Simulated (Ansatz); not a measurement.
# Phonons of Te2Mo (P6_3/mmc) against volume

Aim: how do the optical modes of Te2Mo (P6_3/mmc) move with volume?

Method: DFT LDA, scalar-relativistic, plane waves, PAW; PAW set soft_1, in Ansatz 0.2.0.

Experimental background.

“MBE growth of 2H-MoTe2 and 1T'-MoTe2 on 3D substrates” (2017, arxiv:1705.00651) quotes from earlier work for MoTe2, 2H (bulk crystal, literature): lattice constant a 3.52085 Å [literature value quoted for comparison]; lattice constant c 13.9664 Å [literature value quoted for comparison].

Most raw output is cut from this account.

In doubt: the program warns that the response may not be converged on this k-mesh (steps 4, 6), which bears on the force constants and all frequencies.

## 1. Starting point

Symmetry: P6_3/mmc, No. 194, hexagonal system. Conventional cell: a = 3.518 Å, b = 3.518 Å, c = 13.974 Å, α = 90.00°, β = 90.00°, γ = 120.00°. Mo has 6 Te at 2.72 Å nearest. Nearest to Te lie 3 Mo at 2.72 Å. Farther neighbours and most contacts between anions are not listed.

## 2. Relaxation

Harmonic phonons are second derivatives at a point where the forces vanish, and they are wanted at zero stress, so atoms and cell are relaxed first.

Input file input.yaml:

```yaml
crystal:
  lattice:
    - [3.5182, 0.0, 0.0]
    - [-1.7591, 3.0468505756, 0.0]
    - [0.0, 0.0, 13.9736]
  atoms:
    - { symbol: Mo, position: [0.33333333, 0.66666667, 0.25] }
    - { symbol: Mo, position: [0.66666667, 0.33333333, 0.75] }
    - { symbol: Te, position: [0.33333333, 0.66666667, 0.621] }
    - { symbol: Te, position: [0.66666667, 0.33333333, 0.121] }
    - { symbol: Te, position: [0.33333333, 0.66666667, 0.879] }
    - { symbol: Te, position: [0.66666667, 0.33333333, 0.379] }
kpoints:
  mp_grid: { grid: [9, 9, 2] }
hamiltonian:
  xc: lda
  pseudopotentials: { kind: paw, azcp: { folder: soft_1 }, xc_functional: pbe }
scf:
  occupations: { method: gaussian, width: 0.02 }
output:
  forces: true
  stress: true
  eigenvalues: true
  write_density: true
  write_potential: true
  elf: true
  volumetric_format: npy
relax:
  adjacent_minimum: "off"
  f_tol: 0.005
  max_steps: 80
  cell: { stress_tol: 0.05 }
```

Run with:

```
ansatz run input.yaml --threads 8 --pin off --max-ram 16384MiB --backend cpu --events-out ev --progress --plain --runs-dir out
```

Wall time 17 s (8 threads of Arm Neoverse N1, shared host); peak memory 0.71 GiB.

Step by step:

```csv
step,energy less that of the first step (eV),largest force component (eV/Å),pressure (GPa),volume (Å³)
1,0.0000,0.2939,-3.03,149.79
2,0.1612,0.5728,7.52,133.93
3,-0.0465,0.0241,-0.40,145.00
4,-0.0479,0.0049,0.03,143.77
5*,-0.0462,0.0047,0.03,143.77
```

Relaxation steps marked * repeat the geometry before them on a plane-wave basis chosen anew for their cell, so energy and pressure can jump there. Relaxation step 2 was tried and not accepted.

The run keeps the 24 symmetry operations that it works with, so distortions that break them were not tested.

```csv
"conventional cell, symmetrised",before,after,change
a (Å),3.518,3.472,-1.3 %
b (Å),3.518,3.472,-1.3 %
c (Å),13.974,13.771,-1.4 %
volume (Å³/atom),24.96,23.96,-4.0 %
```

The atoms that moved most (Å, as changes of fractional coordinates times the final cell):

```csv
atom,dx,dy,dz,length
Te5,0.000,0.000,0.020,0.020
Te4,0.000,0.000,-0.020,0.020
Te6,0.000,0.000,0.020,0.020
Te3,0.000,0.000,-0.020,0.020
```

The relaxed structure:

```xyz
6
Lattice="3.4720 0.0000 0.0000 -1.7360 3.0069 0.0000 0.0000 0.0000 13.7712" Properties=species:S:1:pos:R:3 pbc="T T T"
Mo    0.0000    2.0046    3.4428
Mo    1.7360    1.0023   10.3284
Te    0.0000    2.0046    8.5318
Te    1.7360    1.0023    1.6462
Te    0.0000    2.0046   12.1250
Te    1.7360    1.0023    5.2394
```

This step gave:

```
pressure          : 0.02848 GPa
gap on the k-mesh : 0.7200 eV
volume per atom   : 23.96 Å³
```

Electrostatic potential energy in the ac plane at fractional y = 0.333, with atoms of Mo and Te within 0.2 Å of it. With pseudopotentials it is smooth inside the atoms' cores, unlike the true potential.

Ten even steps from '_' (-34 eV) to '@' (17 eV), each cell a mean:
```
@@@@@@@@@@@@@@@@@@@@@@@@@@@@
%%%%%%%%%%@@@@@@@@@@@@@@@@@@
%%##****##%%@@@@@@@@@@@@@@%%
%%######%%%%@@@@%%%%%%@@@@%%
%%@@@@@@@@%%##++--::::==**%%
%%@@@@@@%%##--__________..++
%%@@@@@@%%##==__________::**
%%%%%%%%%%%%%%##**++++**##%%
%%##****##%%@@@@@@@@@@@@@@%%
%%##**####%%@@@@@@@@@@@@@@@@
@@@@@@@@@@@@@@@@@@@@@@@@@@@@
@@@@@@@@@@@@@@@@@@@@@@@@@@@@
@@@@@@@@@@@@@@@@%%%%%%%%@@@@
@@@@@@@@@@%%**==========++##
%%@@@@@@%%**--==@@@@@@**::==
%%@@@@@@%%##==--++**++----**
%%%%%%%%%%%%%%##******##%%%%
%%########%%@@@@@@@@@@@@@@%%
%%######%%%%@@@@@@%%@@@@@@%%
%%@@@@@@%%%%##++======++**%%
%%@@@@@@%%##----##%%%%++::++
%%@@@@@@%%##----##%%%%++--++
@@@@@@@@@@@@%%**++====++##%%
@@@@@@@@@@@@@@@@@@@@@@@@@@@@
```
Columns run along a (3.5 Å; values clipped at the 3rd and 97th percentile), rows up along c (13.8 Å). Atoms in or near the plane, at fractional coordinates: Mo at (0.67, 0.75), Te at (0.67, 0.12), Te at (0.67, 0.38).

Valence density in the ac plane at fractional y = 0.333, with atoms of Mo and Te within 0.2 Å of it. It is the smooth field of the valence electrons, not physical close to the nuclei.

Values in e/Å³, 24 rows by 14 columns, each cell a mean:
```
 0  0  0  0  0  0  0  0  0  0  0  0  0  0
 0  0  0  0  0  0  0  0  0  0  0  0  0  0
 0  0  1  0  0  0  0  0  0  0  0  0  0  0
 0  0  0  0  0  0  0  0  0  0  0  0  0  0
 0  0  0  0  0  0  1  1  2  2  2  1  1  0
 0  0  0  0  0  1  1  4  6  7  6  5  2  1
 0  0  0  0  0  0  1  3  5  6  5  4  2  1
 0  0  0  0  0  0  0  1  1  1  1  1  0  0
 0  0  0  0  0  0  0  0  0  0  0  0  0  0
 0  0  0  0  0  0  0  0  0  0  0  0  0  0
 0  0  0  0  0  0  0  0  0  0  0  0  0  0
 0  0  0  0  0  0  0  0  0  0  0  0  0  0
 0  0  0  0  0  0  0  0  0  0  0  0  0  0
 0  0  0  0  0  0  1  1  2  3  3  2  1  0
 0  0  0  0  0  0  1  5 11 15 13  7  2  1
 0  0  0  0  0  0  1  2  5  8  7  3  1  1
 0  0  0  0  0  0  0  0  1  1  1  0  0  0
 0  0  1  0  0  0  0  0  0  0  0  0  0  0
 0  0  0  0  0  0  0  0  0  0  0  0  0  0
 0  0  0  0  0  0  0  1  1  2  1  1  1  0
 0  0  0  0  0  0  1  4  9 13 11  5  2  1
 0  0  0  0  0  0  1  4  8 11 10  5  2  1
 0  0  0  0  0  0  0  1  1  1  1  1  0  0
 0  0  0  0  0  0  0  0  0  0  0  0  0  0
```
Columns run along a (3.5 Å), rows up along c (13.8 Å). Atoms in or near the plane, at fractional coordinates: Mo at (0.67, 0.75), Te at (0.67, 0.12), Te at (0.67, 0.38).

ELF in the ac plane at fractional y = 0.333, with atoms of Mo and Te within 0.2 Å of it. It is the smooth field of the valence electrons, not physical close to the nuclei.

Ten even steps from '0' (0.04) to '9' (0.70), each cell a mean:
```
35654210000001
88988741000135
77777764222357
77777764322357
56665435677543
23442369978984
24543258989973
67777543444334
77667774323467
77777763111257
78987531000024
12332111222111
20001479999986
73125887545688
75236752000146
75346763111257
42123576555676
22332223333332
22222344444443
53224776444577
75347752000146
74236763100257
62014898877899
10000246888753
```
Columns run along a (3.5 Å), rows up along c (13.8 Å). Atoms in or near the plane, at fractional coordinates: Mo at (0.67, 0.75), Te at (0.67, 0.12), Te at (0.67, 0.38).

In this step the volume went from 24.96 to 23.96 Å³/atom.

## 3. Tight relaxation

Phonons need small forces and stress, so the relaxation is finished with tight tolerances on 9×9×2 k points.

Input file input.yaml:

```yaml
crystal:
  lattice:
    - [3.4720179199, 0.0, 0.0]
    - [-1.7360089599, 3.006855721, 0.0]
    - [0.0, 0.0, 13.7712228262]
  atoms:
    - { symbol: Mo, position: [0.3333333333, 0.6666666667, 0.25] }
    - { symbol: Mo, position: [0.6666666667, 0.3333333333, 0.75] }
    - { symbol: Te, position: [0.3333333333, 0.6666666667, 0.6195378568] }
    - { symbol: Te, position: [0.6666666667, 0.3333333333, 0.1195378568] }
    - { symbol: Te, position: [0.3333333333, 0.6666666667, 0.8804621432] }
    - { symbol: Te, position: [0.6666666667, 0.3333333333, 0.3804621432] }
kpoints:
  mp_grid: { grid: [9, 9, 2] }
hamiltonian:
  xc: lda
  pseudopotentials: { kind: paw, azcp: { folder: soft_1 }, xc_functional: pbe }
scf:
  occupations: { method: fixed }
output:
  forces: true
  stress: true
  eigenvalues: true
relax:
  adjacent_minimum: "off"
  f_tol: 0.001
  max_steps: 60
  cell: { stress_tol: 0.01 }
```

Wall time 13 s (8 threads); peak memory 0.69 GiB.

Little changed from the start: no atom moved by 0.005 Å and no cell edge by 0.1 %.

Numbers from this step:

- pressure: -0.002617 GPa
- gap on the k-mesh: 0.7219 eV
- volume per atom: 23.99 Å³

The largest force component left is 0.41 meV/Å and the pressure is -0.003 GPa, within the tolerances set. The cell now holds 23.99 Å³/atom.

## 4. Modes at rest

The modes at rest are the reference of the series, and the response to a field gives the dielectric tensor and the Born charges.

input.yaml, the sections that differ from step 3:

```yaml
crystal:
  lattice:
    - [3.4730699924, 0.0, 0.0]
    - [-1.7365349962, 3.0077668425, 0.0]
    - [0.0, 0.0, 13.7770679036]
  atoms:
    - { symbol: Mo, position: [0.3333333333, 0.6666666667, 0.25] }
    - { symbol: Mo, position: [0.6666666667, 0.3333333333, 0.75] }
    - { symbol: Te, position: [0.3333333333, 0.6666666667, 0.6196365189] }
    - { symbol: Te, position: [0.6666666667, 0.3333333333, 0.1196365189] }
    - { symbol: Te, position: [0.3333333333, 0.6666666667, 0.8803634811] }
    - { symbol: Te, position: [0.6666666667, 0.3333333333, 0.3803634811] }
output:
  eigenvalues: true
phonons:
  method: dfpt
  dielectric: true
  rigid_motions: translations
  raman: true
# kpoints, hamiltonian, scf: as in step 3
# relax: removed
```

The job ended after 27 min (8 threads; peak memory 3.6 GiB).

This step gave:

```yaml
sum_rule_residual_before_enforcement: 1.96e-4 eV/Å²
miss_of_the_charge_sum_rule: 0.004179 e
estimated_error_of_the_dielectric_tensor: 0.1004
estimated_error_of_the_born_charges: 0.02735 e
point_group: 6/mmm
highest_optical_mode_at_the_zone_centre_no_lo_to_term: 296.1 cm⁻¹
lowest_optical_zone_centre_mode: 28.37 cm⁻¹
mean_high_frequency_dielectric_constant: 17.36
largest_born_charge_third_of_the_trace: -2.804 e
mean_static_dielectric_constant: 18.71
top_of_the_zone_centre_spectrum_with_the_field: 296.1 cm⁻¹
```

Without the LO-TO term. Patterns of degenerate modes are one choice out of their space. Modes at Γ, with each element's share of the kinetic energy:

| mode | frequency (cm⁻¹) | symmetry | Mo % | Te % |
| --- | --- | --- | --- | --- |
| 1 | 0.0 | acoustic | 27 | 73 |
| 2 | 0.0 | acoustic | 27 | 73 |
| 3 | 0.0 | acoustic | 27 | 73 |
| 4 | 28.4 | E2g | 27 | 73 |
| 5 | 28.4 | E2g | 27 | 73 |
| 6 | 38.6 | B1g | 27 | 73 |
| 7 | 119.1 | E2u | 0 | 100 |
| 8 | 119.1 | E2u | 0 | 100 |
| 9 | 121.3 | E1g | 0 | 100 |
| 10 | 121.3 | E1g | 0 | 100 |
| 11 | 174.3 | B2u | 0 | 100 |
| 12 | 177.9 | A1g | 0 | 100 |
| 13 | 239.6 | E1u | 73 | 27 |
| 14 | 239.6 | E1u | 73 | 27 |
| 15 | 239.7 | E2g | 73 | 27 |
| 16 | 239.7 | E2g | 73 | 27 |
| 17 | 290.1 | A2u | 73 | 27 |
| 18 | 296.1 | B1g | 73 | 27 |

Displacements in mode 4 (28.4 cm⁻¹), the largest set to 1:
```
Mo1 -0.30 -0.99  0.00
Mo2  0.30  0.99  0.00
Te3  0.30  1.00  0.00
Te4 -0.30 -1.00  0.00
Te5  0.30  1.00  0.00
Te6 -0.30 -1.00  0.00
```

Displacements in mode 18 (296.1 cm⁻¹), the largest set to 1:
```
Mo1  0.00  0.00 -1.00
Mo2  0.00  0.00  1.00
Te3  0.00  0.00 -0.37
Te4  0.00  0.00  0.37
Te5  0.00  0.00 -0.37
Te6  0.00  0.00  0.37
```

Optical modes at the zone centre, without and with the macroscopic field of the longitudinal modes; each column is sorted by frequency, so a row need not hold one and the same mode. Modes with and without the field, by row:

```csv
rank among optical modes,no field (cm⁻¹),"q along (1, 0, 0) (cm⁻¹)","q along (0, 0, 1) (cm⁻¹)"
1,28.4,28.4,28.4
2,28.4,28.4,28.4
3,38.6,38.6,38.6
4,119.1,119.1,119.1
5,119.1,119.1,119.1
6,121.3,121.3,121.3
7,121.3,121.3,121.3
8,174.3,174.3,174.3
9,177.9,177.9,177.9
10,239.6,239.6,239.6
11,239.6,239.7,239.6
12,239.7,239.7,239.7
13,239.7,250.3,239.7
14,290.1,290.1,295
15,296.1,296.1,296.1
```

Born charge (rows field, columns displacement) (e), principal values of the symmetric part by kind of site:

```csv
atom,atoms with these values,low,middle,high,mean
Mo1,2,-3.27,-3.27,-1.86,-2.80
Te3,4,0.93,1.64,1.64,1.40
```

In full for Mo1:

```
-3.27  0.00  0.00
 0.00 -3.27  0.00
 0.00  0.00 -1.86
```

High-frequency dielectric tensor:

```
20.09  0.00  0.00
 0.00 20.09  0.00
 0.00  0.00 11.89
```

Static dielectric tensor (ions relaxed, fixed cell):

```
21.92  0.00  0.00
 0.00 21.92  0.00
 0.00  0.00 12.30
```

Transverse modes. Lines of the infrared spectrum (strongest = 100):

```csv
position (cm⁻¹),lines merged,relative intensity
28,1,0.0
39,1,0.0
119,1,0.0
121,1,0.0
174,1,0.0
178,1,0.0
240,2,100
290,1,16
296,1,0.0
```

Activity x (w_L - w)^4 (n + 1)/w, 532 nm, 300 K; the tensors are static ones, while 532 nm light lies above the computed direct gap, where resonance would change the heights; modes without the macroscopic field alone. Lines of the Raman spectrum (strongest = 100):

| position (cm⁻¹) | lines merged | relative intensity |
| --- | --- | --- |
| 28 | 1 | 10 |
| 39 | 1 | 0.0 |
| 119 | 1 | 0.0 |
| 121 | 1 | 0.9 |
| 174 | 1 | 0.0 |
| 178 | 1 | 100 |
| 240 | 2 | 0.2 |
| 290 | 1 | 0.0 |
| 296 | 1 | 0.0 |

Before it was imposed, the acoustic sum rule was missed by 2.0e-4 eV/Å² and the charge sum rule by 0.0042 e. Small misses are needed for a sound result but don't prove that mesh and cutoff are converged. The lowest optical mode is real, 28.4 cm⁻¹.

The log warns of the k mesh: “the force constants stand on the 9×9×2 k-mesh, whose period is 12.03 times the interband length at k = (0.1111, 0.2222, 0.0000), direct gap 1.546 eV, under 14: take them and everything formed from them as unconverged”. So the frequencies of this run count as unconverged too.

## 5. A member of the series: 1.06 times the volume at rest

The cell is set to 1.06 times the volume at rest, and shape and atoms relax at that volume.

Input file input.yaml:

```yaml
crystal:
  lattice:
    - [3.5135798722, 0.0, 0.0]
    - [-1.7567899361, 3.0428494275, 0.0]
    - [0.0, 0.0, 14.2688862055]
  atoms:
    - { symbol: Mo, position: [0.3333333333, 0.6666666667, 0.25] }
    - { symbol: Mo, position: [0.6666666667, 0.3333333333, 0.75] }
    - { symbol: Te, position: [0.3333333333, 0.6666666667, 0.6235633465] }
    - { symbol: Te, position: [0.6666666667, 0.3333333333, 0.1235633465] }
    - { symbol: Te, position: [0.3333333333, 0.6666666667, 0.8764366535] }
    - { symbol: Te, position: [0.6666666667, 0.3333333333, 0.3764366535] }
kpoints:
  mp_grid: { grid: [9, 9, 2] }
hamiltonian:
  xc: lda
  pseudopotentials: { kind: paw, azcp: { folder: soft_1 }, xc_functional: pbe }
scf:
  occupations: { method: gaussian, width: 0.02 }
output:
  forces: true
  stress: true
  eigenvalues: true
relax:
  adjacent_minimum: "off"
  f_tol: 0.001
  max_steps: 60
  cell: { stress_tol: 0.01, fix: [volume] }
```

Wall time 19 s (8 threads); peak memory 0.71 GiB; 2.2 min of CPU time.

Step by step:

| step | energy less that of the first step (eV) | largest force component (eV/Å) | pressure (GPa) | volume (Å³) |
| --- | --- | --- | --- | --- |
| 1 | 0.0000 | 0.2667 | -3.02 | 152.55 |
| 2 | 0.0636 | 0.7769 | 1.90 | 152.55 |
| 3 | -0.0140 | 0.0366 | -1.60 | 152.55 |
| 4 | -0.0142 | 0.0069 | -1.44 | 152.55 |
| 5 | -0.0142 | 0.0000 | -1.45 | 152.55 |
| 6* | -0.0142 | 0.0000 | -1.45 | 152.55 |

Relaxation steps marked * repeat the geometry before them on a plane-wave basis chosen anew for their cell, so energy and pressure can jump there. Relaxation step 2 was tried and not accepted.

Forces are held to the 24 operations that the run works with; a distortion that breaks them can't arise in this run.

| conventional cell, symmetrised | before | after | change |
| --- | --- | --- | --- |
| a (Å) | 3.514 | 3.496 | -0.5 % |
| b (Å) | 3.514 | 3.496 | -0.5 % |
| c (Å) | 14.269 | 14.410 | +1.0 % |
| volume (Å³/atom) | 25.43 | 25.43 | -0.0 % |

The atoms that moved most (Å, as changes of fractional coordinates times the final cell):

```csv
atom,dx,dy,dz,length
Te6,0.000,0.000,-0.030,0.030
Te5,0.000,0.000,-0.030,0.030
Te4,0.000,0.000,0.030,0.030
Te3,0.000,0.000,0.030,0.030
```

Numbers from this step:

- pressure: -1.450 GPa
- gap on the k-mesh: 0.9287 eV
- volume per atom: 25.43 Å³

The largest force component left is 0.024 meV/Å, at a pressure of -1.45 GPa.

## 6. Zone-centre modes of the member: 1.06 times the volume at rest

The zone-centre modes follow for 1.06 times the volume at rest, with the response to a field.

Input file input.yaml:

```yaml
crystal:
  lattice:
    - [3.4963706757, 0.0, 0.0]
    - [-1.7481853379, 3.0279458262, 0.0]
    - [0.0, 0.0, 14.4096952925]
  atoms:
    - { symbol: Mo, position: [0.3333333333, 0.6666666667, 0.25] }
    - { symbol: Mo, position: [0.6666666667, 0.3333333333, 0.75] }
    - { symbol: Te, position: [0.3333333333, 0.6666666667, 0.6256686833] }
    - { symbol: Te, position: [0.6666666667, 0.3333333333, 0.1256686833] }
    - { symbol: Te, position: [0.3333333333, 0.6666666667, 0.8743313167] }
    - { symbol: Te, position: [0.6666666667, 0.3333333333, 0.3743313167] }
kpoints:
  mp_grid: { grid: [9, 9, 2] }
hamiltonian:
  xc: lda
  pseudopotentials: { kind: paw, azcp: { folder: soft_1 }, xc_functional: pbe }
scf:
  occupations: { method: fixed }
output:
  eigenvalues: true
phonons:
  method: dfpt
  dielectric: true
  rigid_motions: translations
```

Wall time 2.8 min (8 threads); peak memory 2.2 GiB; 21 min of CPU time.

Numbers from this step:

| Property | Result |
| --- | --- |
| sum-rule residual before enforcement | 1.87e-4 eV/Å² |
| miss of the charge sum rule | 0.01533 e |
| estimated error of the dielectric tensor | 0.1010 |
| estimated error of the Born charges | 0.02691 e |
| highest optical mode at the zone centre (no LO-TO term) | 293.8 cm⁻¹ |
| lowest optical zone-centre mode | 17.9 cm⁻¹ |
| mean high-frequency dielectric constant | 15.75 |
| largest Born charge (third of the trace) | -2.665 e |
| mean static dielectric constant | 16.99 |
| top of the zone-centre spectrum with the field | 293.8 cm⁻¹ |

Without the LO-TO term. Patterns of degenerate modes are one choice out of their space. Modes at Γ, with each element's share of the kinetic energy:

```csv
mode,frequency (cm⁻¹),symmetry,Mo %,Te %
1,0.0,acoustic,27,73
2,0.0,acoustic,27,73
3,0.0,acoustic,27,73
4,17.9,B1g,27,73
5,19.0,E2g,27,73
6,19.0,E2g,27,73
7,118.3,E2u,0,100
8,118.3,E2u,0,100
9,119.2,E1g,0,100
10,119.2,E1g,0,100
11,173.4,B2u,0,100
12,173.6,A1g,0,100
13,238.0,E1u,73,27
14,238.0,E1u,73,27
15,238.1,E2g,73,27
16,238.1,E2g,73,27
17,289.8,A2u,73,27
18,293.8,B1g,73,27
```

Transverse modes. Lines of the infrared spectrum (strongest = 100):

```csv
position (cm⁻¹),lines merged,relative intensity
18,1,0.0
19,1,0.0
118,1,0.0
119,1,0.0
173,1,0.0
174,1,0.0
238,2,100
290,1,10
294,1,0.0
```

Without the LO-TO term the lowest optical mode is real, 17.9 cm⁻¹, and the highest lies at 293.8 cm⁻¹.

The log warns of the k mesh: “the force constants stand on the 9×9×2 k-mesh, whose period is 13.21 times the interband length at k = (0.1111, 0.1111, 0.0000), direct gap 1.860 eV, under 14: take them and everything formed from them as unconverged”. So the frequencies of this run count as unconverged too.

(Continued in part 2 of 2.)

[Logs are printed without paths, hosts, clocks, repeated set-up lines and the standing remarks that a program may print on its own settings, such as how far it seeks lower states.]

[Hosts, paths, dates, database ids (printed as entryN), source tags and the programs' standing remarks are cut or masked in the printed files.]
